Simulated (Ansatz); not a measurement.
## Relaxing amorphous Si (169 atoms)

How does amorphous Si (169 atoms) relax, and what do bonds, charges and levels look like afterwards?

Main program and level: Ansatz 0.2.0; Kohn-Sham DFT, PBE, PAW (set soft_2), plane waves.

**Experiments to compare with.** Si-Si coordination number quoted from the high-resolution X-ray diffraction study of Laaziri et al (as quoted in “Relationship between diffraction peak, network topology, and amorphous-forming ability in silicon and silica”, 2021, PMC8590056): number of Si about Si 3.9.

The raw output is cut from this account; settings, times and results stay.

## 1. The starting structure

The cell holds 169 atoms: 169 Si. Its edges and angles: a = 15.165 Å, b = 15.165 Å, c = 15.165 Å, α = 90.0°, β = 90.0°, γ = 90.0°. 169 atoms (169 Si) placed at random at 2.26 g/cm³, melted at 2500 K for 20 ps at fixed volume with the modified Tersoff potential (Kumagai, Izumi, Hara and Sakai, Comput. Mater. Sci. 39, 457 (2007)). Quenched from 2500 K to 300 K at 20 K/ps and fixed volume, held 5 ps. The density is a measured one.

Limits known from the start: The quench rate of 20 K/ps far exceeds what a furnace or splat quench reaches, so expect more defects and frozen-in strain than in a real sample. The network of bonds at the start is that of the classical potential that made the cell. The Brillouin zone is sampled at Γ only, in a cell whose shortest periodic width is 15 Å.

## 2. Single point at the start

The forces at the start show how far the geometry lies from a minimum of this functional.

File input.yaml:

```yaml
crystal:
  lattice:
    - [15.1647, 0.0, 0.0]
    - [0.0, 15.1647, 0.0]
    - [0.0, 0.0, 15.1647]
  atoms:
    - { symbol: Si, position: [0.96138, 0.88831, 0.32436] }
    - { symbol: Si, position: [0.33305, 0.9789, 0.30183] }
    - { symbol: Si, position: [0.1684, 0.52752, 0.68744] }
    - { symbol: Si, position: [0.72457, 0.7981, 0.50002] }
    - { symbol: Si, position: [0.42802, 0.61947, 0.8501] }
    - { symbol: Si, position: [0.49275, 0.37979, 0.9342] }
    - { symbol: Si, position: [0.60462, 0.02234, 0.47352] }
    - { symbol: Si, position: [0.52825, 0.45468, 0.36311] }
    - { symbol: Si, position: [0.25767, 0.87943, 0.64212] }
    - { symbol: Si, position: [0.18579, 0.27277, 0.02843] }
    - { symbol: Si, position: [0.89571, 0.51712, 0.04961] }
    - { symbol: Si, position: [0.60873, 0.68434, 0.69558] }
    - { symbol: Si, position: [0.73208, 0.3179, 0.4452] }
    - { symbol: Si, position: [0.14451, 0.12108, 0.31771] }
    - { symbol: Si, position: [0.9374, 0.66258, 0.10091] }
    - { symbol: Si, position: [0.85828, 0.52528, 0.70427] }
    - { symbol: Si, position: [0.34243, 0.17963, 0.41096] }
    - { symbol: Si, position: [0.35735, 0.02762, 0.44414] }
    - { symbol: Si, position: [0.03013, 0.34713, 0.583] }
    - { symbol: Si, position: [0.46623, 0.71885, 0.96478] }
    - { symbol: Si, position: [0.90785, 0.47629, 0.29687] }
    - { symbol: Si, position: [0.54792, 0.98567, 0.88105] }
    - { symbol: Si, position: [0.76585, 0.40888, 0.8797] }
    - { symbol: Si, position: [0.64274, 0.58689, 0.9924] }
    - { symbol: Si, position: [0.76066, 0.51949, 0.31749] }
    - { symbol: Si, position: [0.92612, 0.4724, 0.56424] }
    - { symbol: Si, position: [0.38182, 0.24483, 0.71625] }
    - { symbol: Si, position: [0.84242, 0.68951, 0.885] }
    - { symbol: Si, position: [0.14663, 0.87525, 0.44614] }
    - { symbol: Si, position: [0.17943, 0.1755, 0.8287] }
    - { symbol: Si, position: [0.99196, 0.88963, 0.47787] }
    - { symbol: Si, position: [0.59651, 0.7245, 0.54396] }
    [... 131 atom lines left out ...]
    - { symbol: Si, position: [0.31906, 0.06837, 0.17823] }
    - { symbol: Si, position: [0.72675, 0.95651, 0.25735] }
    - { symbol: Si, position: [0.79449, 0.15841, 0.79393] }
    - { symbol: Si, position: [0.21191, 0.94321, 0.78073] }
    - { symbol: Si, position: [0.59947, 0.12857, 0.3612] }
    - { symbol: Si, position: [0.36995, 0.27006, 0.56282] }
kpoints:
  mp_grid: { grid: [1, 1, 1] }
hamiltonian:
  xc: pbe
scf:
  occupations: { method: gaussian, width: 0.025 }
output:
  forces: true
  stress: true
  populations: true
  dos:
    method: { smearing: { sigma: 0.1 } }
    de: 0.1
    projected: { site_lists: { Si: [Si] } }
  eigenvalues: true
```

Run with:

```console
ansatz run input.yaml --threads 4 --pin off --max-ram 8192MiB --backend cpu --events-out ev --progress --plain --runs-dir out
```

Elapsed: 93 s, on 4 threads of Arm Neoverse V1, shared host; peak memory 4.5 GiB.

Numbers from this run:

```
free energy                             : -107401.6822 eV
free energy per atom                    : -635.5129 eV/atom
SCF cycles                              : 10
pressure                                : 0.05908 GPa
r.m.s. force component                  : 0.4557 eV/Å
longest force                           : 1.576 eV/Å
Fermi energy                            : 6.111 eV
levels partly filled by over 2 per cent : 2
spilling of the projection              : 0.01182
```

The r.m.s. force component of 0.46 eV/Å and the pressure of 0.059 GPa set the starting point.

Neighbours are counted within 2.98 Å (Si-Si).

Length of the force by element and coordination:

| element | coordination | atoms | mean length of the force (eV/Å) | spread | least | most |
| --- | --- | --- | --- | --- | --- | --- |
| Si | all | 169 | 0.729 | 0.303 | 0.106 | 1.58 |
| Si | 3 | 1 | 1.16 | 0 | 1.16 | 1.16 |
| Si | 4 | 131 | 0.734 | 0.304 | 0.106 | 1.58 |
| Si | 5 | 31 | 0.703 | 0.307 | 0.215 | 1.30 |
| Si | 6 | 6 | 0.669 | 0.228 | 0.228 | 0.929 |

## 3. Relaxation

The atoms are relaxed in the fixed cell, aiming at the force tolerance of the input.

input.yaml, the sections that differ from step 2:

```yaml
output:
  forces: true
relax:
  f_tol: 0.05
  max_steps: 107
# crystal, kpoints, hamiltonian, scf: as in step 2
```

It took 5.3 min on 4 threads; peak memory 4.4 GiB.

The steps of the relaxation:

| step | energy less that of the first step (eV) | largest force component (eV/Å) |
| --- | --- | --- |
| 1 | 0.0000 | 1.5719 |
| 2 | -5.5272 | 0.6885 |
| 3 | -6.8290 | 0.4597 |
| 4 | -7.2496 | 0.2706 |
| 5 | -7.5070 | 0.4083 |
| 6 | -7.6569 | 0.1405 |
| 7 | -7.7088 | 0.1099 |
| 8 | -7.7348 | 0.0710 |
| 9 | -7.7442 | 0.0420 |

The atoms that moved most (Å):

| atom | dx | dy | dz | length |
| --- | --- | --- | --- | --- |
| Si64 | -0.236 | 0.477 | -0.281 | 0.602 |
| Si158 | -0.429 | 0.148 | -0.335 | 0.564 |
| Si106 | 0.117 | 0.364 | -0.294 | 0.482 |
| Si51 | 0.200 | 0.394 | -0.185 | 0.479 |
| Si43 | 0.358 | 0.256 | 0.182 | 0.476 |
| Si67 | 0.020 | -0.432 | 0.123 | 0.450 |
| Si113 | -0.101 | -0.180 | -0.392 | 0.443 |
| Si142 | 0.280 | 0.326 | -0.098 | 0.441 |

The relaxation changed the energy by -45.8 meV/atom, and atoms moved by 0.23 Å r.m.s., 0.60 Å at most.

## 4. Structure statistics after relaxation

Bonds before and after, by the cutoffs listed below:

| pair | bonds before | bonds after | mean before (Å) | mean after (Å) | spread before (Å) | spread after (Å) |
| --- | --- | --- | --- | --- | --- | --- |
| Si-Si | 347 | 342 | 2.405 | 2.395 | 0.087 | 0.064 |

Density 2.26 g/cm³, 20.64 Å³ an atom.

Pair distribution function in bins of 0.2 Å:

| r (Å) | total |
| --- | --- |
| 2.20 | 0.06 |
| 2.40 | 5.45 |
| 2.60 | 0.30 |
| 2.80 | 0.07 |
| 3.00 | 0.11 |
| 3.20 | 0.28 |
| 3.40 | 0.75 |
| 3.60 | 1.41 |
| 3.80 | 1.96 |
| 4.00 | 1.71 |
| 4.20 | 1.16 |
| 4.40 | 0.82 |
| 4.60 | 0.80 |
| 4.80 | 0.65 |
| 5.00 | 0.79 |
| 5.20 | 0.86 |
| 5.40 | 0.98 |
| 5.60 | 1.21 |
| 5.80 | 1.23 |
| 6.00 | 1.09 |
| 6.20 | 0.88 |
| 6.40 | 0.82 |
| 6.60 | 0.89 |
| 6.80 | 0.96 |
| 7.00 | 1.10 |
| 7.20 | 0.97 |
| 7.40 | 1.10 |

Bonds by pair of elements; cutoffs follow the first minimum of g(r), held within bounds set by covalent radii, and pairs that aren't listed don't count as bonded:

| pair A-B | cutoff (Å) | bonds | mean length (Å) | spread (Å) | shortest (Å) | B about A | A about B |
| --- | --- | --- | --- | --- | --- | --- | --- |
| Si-Si | 2.77 | 342 | 2.40 | 0.064 | 2.30 | 4.05 | 4.05 |

How many atoms have how many bonded neighbours:

| element | mean | 3 | 4 | 5 |
| --- | --- | --- | --- | --- |
| Si | 4.05 | 6 | 149 | 14 |

Bond angles, per cent of each kind in bins of 5°:

| angle (°) | Si-Si-Si |
| --- | --- |
| 55–60 | 0.1 |
| 60–65 | 0.2 |
| 65–70 | 0.1 |
| 70–75 | 0.2 |
| 75–80 | 1.1 |
| 80–85 | 2.5 |
| 85–90 | 3.1 |
| 90–95 | 8.1 |
| 95–100 | 10.6 |
| 100–105 | 14.2 |
| 105–110 | 16.3 |
| 110–115 | 15.0 |
| 115–120 | 10.3 |
| 120–125 | 6.9 |
| 125–130 | 5.7 |
| 130–135 | 1.9 |
| 135–140 | 1.3 |
| 140–145 | 0.8 |
| 145–150 | 0.5 |
| 150–155 | 0.3 |
| 155–160 | 0.3 |
| 160–165 | 0.1 |
| 165–170 | 0.0 |
| 170–175 | 0.3 |
| 175–180 | 0.1 |

Bond angles (no mean is given where the spread exceeds 20°):

| angle | count | mean (°) | spread (°) |
| --- | --- | --- | --- |
| Si-Si-Si | 1052 | 109 | 14.3 |

Bond length by coordination (bonds to H left out):

| element | coordination | atoms | mean bond length (Å) |
| --- | --- | --- | --- |
| Si | 3 | 6 | 2.42 |
| Si | 4 | 149 | 2.38 |
| Si | 5 | 14 | 2.48 |

Rings of the network by King's shortest-path rule, up to 12 atoms, one path for each pair of neighbours; H, halogens, alkali and alkaline-earth atoms are left out:

| ring size (atoms) | rings | per network atom |
| --- | --- | --- |
| 3 | 1 | 0.006 |
| 4 | 14 | 0.083 |
| 5 | 92 | 0.544 |
| 6 | 113 | 0.669 |
| 7 | 75 | 0.444 |
| 8 | 20 | 0.118 |

The first peak of g(r) lies near 2.4 Å. With the cutoffs above, 88 % of Si atoms have 4 bonded neighbours. The Si-Si-Si angle averages 109° with a spread of 14°. Bonds at Si atoms with 3 neighbours average 2.42 Å, against 2.48 Å at those with 5. Rings of 6 atoms are the most common (36 % of those counted); sizes run from 3 to 8.

## 5. Single point at the relaxed geometry

The electronic structure is read at the final geometry, in a run of its own.

File input.yaml:

```yaml
crystal:
  lattice:
    - [15.1647, 0.0, 0.0]
    - [0.0, 15.1647, 0.0]
    - [0.0, 0.0, 15.1647]
  atoms:
    - { symbol: Si, position: [0.94754, 0.87154, 0.32777] }
    - { symbol: Si, position: [0.32483, 0.97113, 0.299] }
    - { symbol: Si, position: [0.16577, 0.51498, 0.67687] }
    - { symbol: Si, position: [0.72044, 0.79761, 0.48874] }
    - { symbol: Si, position: [0.43316, 0.63067, 0.84907] }
    - { symbol: Si, position: [0.48868, 0.38553, 0.92588] }
    - { symbol: Si, position: [0.60737, 0.01841, 0.47465] }
    - { symbol: Si, position: [0.52355, 0.45582, 0.3754] }
    - { symbol: Si, position: [0.25112, 0.86452, 0.6447] }
    - { symbol: Si, position: [0.19036, 0.26543, 0.03842] }
    - { symbol: Si, position: [0.90432, 0.50869, 0.04968] }
    - { symbol: Si, position: [0.61686, 0.68628, 0.68659] }
    - { symbol: Si, position: [0.7394, 0.31045, 0.4436] }
    - { symbol: Si, position: [0.13452, 0.12074, 0.32273] }
    - { symbol: Si, position: [0.94025, 0.65311, 0.09833] }
    - { symbol: Si, position: [0.87166, 0.51754, 0.70257] }
    - { symbol: Si, position: [0.33964, 0.17845, 0.42127] }
    - { symbol: Si, position: [0.34982, 0.02345, 0.44286] }
    - { symbol: Si, position: [0.04088, 0.35118, 0.58607] }
    - { symbol: Si, position: [0.47178, 0.7409, 0.95499] }
    - { symbol: Si, position: [0.89913, 0.47434, 0.30917] }
    - { symbol: Si, position: [0.56437, 0.99527, 0.8716] }
    - { symbol: Si, position: [0.76744, 0.42562, 0.87987] }
    - { symbol: Si, position: [0.64176, 0.58063, 0.9984] }
    - { symbol: Si, position: [0.7576, 0.5222, 0.33659] }
    - { symbol: Si, position: [0.9232, 0.47543, 0.55656] }
    - { symbol: Si, position: [0.38025, 0.24446, 0.71197] }
    - { symbol: Si, position: [0.84584, 0.68455, 0.88191] }
    - { symbol: Si, position: [0.1395, 0.8769, 0.44354] }
    - { symbol: Si, position: [0.17815, 0.17052, 0.83703] }
    - { symbol: Si, position: [0.98532, 0.88137, 0.47841] }
    - { symbol: Si, position: [0.59441, 0.72712, 0.53953] }
    [... 131 atom lines left out ...]
    - { symbol: Si, position: [0.33718, 0.07968, 0.18822] }
    - { symbol: Si, position: [0.72748, 0.94832, 0.26356] }
    - { symbol: Si, position: [0.79788, 0.16057, 0.799] }
    - { symbol: Si, position: [0.20613, 0.94063, 0.77463] }
    - { symbol: Si, position: [0.59274, 0.12309, 0.35759] }
    - { symbol: Si, position: [0.36946, 0.26921, 0.55643] }
kpoints:
  mp_grid: { grid: [1, 1, 1] }
hamiltonian:
  xc: pbe
scf:
  occupations: { method: gaussian, width: 0.025 }
output:
  forces: true
  stress: true
  populations: intrinsic
  dos:
    method: { smearing: { sigma: 0.1 } }
    de: 0.1
    projected: { site_lists: { Si: [Si] } }
  eigenvalues: true
  write_density: true
  write_potential: true
  volumetric_format: npy
  elf: true
```

The job ended after 1.7 min (4 threads; peak memory 4.5 GiB; 6.7 min of CPU time).

Read from the output:

```yaml
free_energy: -107409.4264 eV
free_energy_per_atom: -635.5587 eV/atom
scf_cycles: 10
pressure: -0.09302 GPa
r_m_s_force_component: 0.00772 eV/Å
longest_force: 0.04573 eV/Å
fermi_energy: 6.061 eV
spacing_of_highest_filled_and_lowest_empty_level: 0.0872 eV
```

Intrinsic-atomic-orbital charges by element and coordination:

| element | coordination | atoms | mean charge (e) | spread | least | most |
| --- | --- | --- | --- | --- | --- | --- |
| Si | all | 169 | 0 | 0.0322 | -0.189 | 0.0901 |
| Si | 3 | 6 | -0.076 | 0.0682 | -0.189 | 0.0022 |
| Si | 4 | 149 | 0.0041 | 0.0261 | -0.0661 | 0.0901 |
| Si | 5 | 14 | -0.0115 | 0.0219 | -0.0578 | 0.0213 |

Density of states as counts of states in windows of 1 eV (from the Fermi level), total and the larger projections:

| from (eV) | to (eV) | total | Si p | Si s |
| --- | --- | --- | --- | --- |
| -13 | -12 | 2.1 | 0.1 | 2.0 |
| -12 | -11 | 29.2 | 7.2 | 21.8 |
| -11 | -10 | 33.7 | 10.5 | 23.1 |
| -10 | -9 | 58.8 | 20.2 | 38.3 |
| -9 | -8 | 40.0 | 15.1 | 24.6 |
| -8 | -7 | 47.9 | 20.4 | 27.1 |
| -7 | -6 | 43.4 | 22.7 | 20.4 |
| -6 | -5 | 48.7 | 31.3 | 17.0 |
| -5 | -4 | 57.7 | 46.4 | 10.7 |
| -4 | -3 | 80.9 | 72.0 | 8.1 |
| -3 | -2 | 94.8 | 86.4 | 7.2 |
| -2 | -1 | 96.5 | 89.0 | 5.7 |
| -1 | 0 | 42.8 | 36.9 | 4.5 |
| 0 | 1 | 38.9 | 26.7 | 9.1 |
| 1 | 2 | 83.6 | 53.3 | 19.1 |
| 2 | 3 | 98.8 | 63.3 | 17.4 |

The levels nearest the highest filled one (over half full), pooled over k-points and spins:

| level less the highest filled one (eV) | occupation |
| --- | --- |
| -0.279 | 2 |
| -0.248 | 2 |
| -0.215 | 2 |
| -0.175 | 2 |
| -0.0601 | 2 |
| 0 | 1.99 |
| 0.0872 | 0.014 |
| 0.146 | 0 |
| 0.219 | 0 |
| 0.232 | 0 |
| 0.389 | 0 |
| 0.419 | 0 |

Electrostatic potential energy in the ab plane at fractional z = 0.179, with atoms of Si within 0.2 Å of it. With pseudopotentials it is smooth inside the atoms' cores, unlike the true potential.

Values in eV, 13 rows by 16 columns, each cell a mean:
```
  1   4   5   1   7   9   8  -7 -21   3   7   6   7   9   9   4
 -5 -11   7   9   8   8   6  -4 -14   6   8   0 -22   2   9   8
  7   4  -3   4 -18 -20   5   8   9   9   9   4 -11   2   9   9
  7   2  -7   4 -13 -14   6   9   9  10   9   8 -16 -32   4   8
-16 -35   2   9   9   8   5 -12  -4   8   4   0  -1  -7   5   5
  0  -8   5   8  10  10   6 -22 -11  -8  -4   4   8   9   9   8
  9   6   1   7  10   9   7   7   7  -9  -4   9   9   6   3   8
  4  -5 -31   1   8  -2 -13   6   8 -12 -16   7   7 -13 -40   0
-39  -3   2 -17 -19 -10 -26  -2  -1 -17 -21  -1 -15   1  -2 -10
 -7   6   8 -13 -15   7   6 -15 -22   6   8   5  -4   6   9   3
  7   9  10   8   7   8   7  -1   3   9   9  -3 -40  -8   6   6
  8  10   9   9  -2 -30  -4  -4   3   5   4   3  -7   0 -31 -18
  6   9   5  -3   0 -18   2   8   4 -11   1   7   9   7  -8  -3
```
Columns run along a (15.2 Å; values clipped at the 3rd and 97th percentile), rows up along b (15.2 Å). Atoms in or near the plane, at fractional coordinates: Si at (0.92, 0.09), Si at (0.62, 0.37), Si at (0.31, 0.77), Si at (0.25, 0.30), Si at (0.78, 0.17), Si at (0.82, 0.71), Si at (0.07, 0.63), Si at (0.89, 0.41), Si at (0.02, 0.33), Si at (0.34, 0.08).

Valence density in the ab plane at fractional z = 0.179, with atoms of Si within 0.2 Å of it. It is the smooth field of the valence electrons, not physical close to the nuclei.

Values in e/Å³, 13 rows by 16 columns, each cell a mean:
```
0.38 0.23 0.19 0.22 0.12 0.09 0.11 0.26 0.38 0.30 0.14 0.18 0.17 0.06 0.07 0.20
0.34 0.33 0.14 0.08 0.12 0.13 0.20 0.40 0.28 0.17 0.11 0.30 0.37 0.17 0.04 0.10
0.10 0.26 0.27 0.25 0.30 0.32 0.22 0.10 0.06 0.05 0.07 0.17 0.41 0.28 0.05 0.03
0.12 0.31 0.34 0.26 0.27 0.31 0.19 0.08 0.04 0.02 0.04 0.12 0.35 0.29 0.21 0.08
0.33 0.28 0.24 0.05 0.05 0.09 0.22 0.35 0.22 0.11 0.19 0.28 0.30 0.25 0.22 0.21
0.19 0.27 0.20 0.06 0.02 0.04 0.17 0.30 0.43 0.38 0.45 0.24 0.07 0.04 0.06 0.08
0.04 0.15 0.32 0.14 0.03 0.06 0.16 0.15 0.17 0.33 0.31 0.08 0.03 0.11 0.19 0.08
0.20 0.36 0.35 0.28 0.11 0.24 0.35 0.16 0.10 0.31 0.31 0.15 0.14 0.32 0.25 0.31
0.25 0.36 0.30 0.39 0.36 0.44 0.35 0.40 0.31 0.35 0.30 0.38 0.34 0.35 0.28 0.42
0.31 0.13 0.09 0.26 0.28 0.16 0.18 0.37 0.34 0.18 0.08 0.21 0.43 0.19 0.06 0.18
0.14 0.05 0.03 0.09 0.16 0.13 0.14 0.36 0.29 0.07 0.07 0.26 0.27 0.31 0.17 0.18
0.11 0.03 0.04 0.09 0.28 0.28 0.39 0.33 0.24 0.23 0.29 0.29 0.26 0.33 0.29 0.31
0.15 0.06 0.19 0.31 0.33 0.28 0.21 0.13 0.26 0.40 0.36 0.14 0.06 0.11 0.26 0.34
```
Columns run along a (15.2 Å), rows up along b (15.2 Å). Atoms in or near the plane, at fractional coordinates: Si at (0.92, 0.09), Si at (0.62, 0.37), Si at (0.31, 0.77), Si at (0.25, 0.30), Si at (0.78, 0.17), Si at (0.82, 0.71), Si at (0.07, 0.63), Si at (0.89, 0.41), Si at (0.02, 0.33), Si at (0.34, 0.08).

Intrinsic-atomic-orbital charges run from -0.19 to +0.09 e. Within 0.4 eV of the Fermi level the largest share is Si p (82 % of the projected weight).

Local excerpt of 8 atoms (numbers count through the whole input) about Si95, which has 5 bonded neighbours where the commonest count for Si is 4; x, y, z are measured from there.

| atom | x | y | z | distance (Å) | bonds | intrinsic-atomic-orbital charge (e) |
| --- | --- | --- | --- | --- | --- | --- |
| Si95 | 0.00 | 0.00 | 0.00 | 0.00 | 5 | -0.03 |
| Si22 | 1.32 | -2.01 | -0.01 | 2.40 | 4 | 0.04 |
| Si51 | -1.40 | -0.24 | 1.94 | 2.40 | 4 | 0.02 |
| Si157 | -1.33 | -0.57 | -1.98 | 2.45 | 4 | -0.04 |
| Si44 | 0.33 | 2.23 | -0.99 | 2.46 | 4 | 0.03 |
| Si142 | 1.71 | 0.67 | 1.96 | 2.68 | 5 | 0.00 |
| Si27 | -1.47 | 1.77 | -2.43 | 3.35 | 4 | 0.03 |
| Si135 | -0.36 | -3.57 | 0.67 | 3.65 | 4 | -0.01 |

## 6. What came out

```yaml
energy_change_in_the_relaxation: -45.82 meV/atom
r_m_s_displacement: 0.228 Å
largest_displacement: 0.602 Å
free_energy_per_atom: -635.5587 eV/atom
pressure: -0.09302 GPa
r_m_s_force_component: 0.00772 eV/Å
spacing_of_highest_filled_and_lowest_empty_level: 0.0872 eV
wall_time_of_the_3_dft_runs: 8.6 min
```

What this shows: Relaxation lowers the energy by 45.8 meV/atom and moves atoms by 0.23 Å r.m.s.; the r.m.s. force component goes from 0.46 to 0.0077 eV/Å, the pressure goes from 0.059 to -0.093 GPa. By the final cutoffs 8 of 347 bonded pairs parted and 3 joined. From the first step to the last the energy fell by 7.744 eV, and the largest move was 0.60 Å (Si64). The Si-Si bonds go from 2.405 Å (spread 0.087) to 2.395 Å (spread 0.064), and their number from 347 to 342. With the cutoffs above, 88 % of Si atoms have 4 bonded neighbours. The highest filled and lowest empty levels lie only 0.087 eV apart (at Γ alone), which on so few k-points needn't be a gap.

Caveats: The starting topology of bonds comes from the classical model; in DFT 8 of its 347 bonded pairs passed out of the cutoffs and 3 came within them.

Calculation beside experiment:

| quantity | measured | this cell | difference | method of the measurement |
| --- | --- | --- | --- | --- |
| number of Si about Si | 3.9 | 4.05 | +3.8 % | X-ray diffraction |

The cell differs from the measured neighbour counts by up to 3.8 %. The network comes from the model that made the cell; in DFT 8 of its 347 bonded pairs passed out of the cutoffs and 3 came within them. Our coordination numbers hang on a cutoff, and experiments count neighbours in their own ways.

[Long decimals in the printed logs are rounded to 6 places.]

[Logs are printed without paths, hosts, clocks, repeated set-up lines and the standing remarks that a program may print on its own settings, such as how far it seeks lower states.]

[Hosts, paths, dates, database ids (printed as entryN), source tags and the programs' standing remarks are cut or masked in the printed files.]

[A walk said to have stopped at its limit may instead have ended on an SCF cycle that didn't converge.]
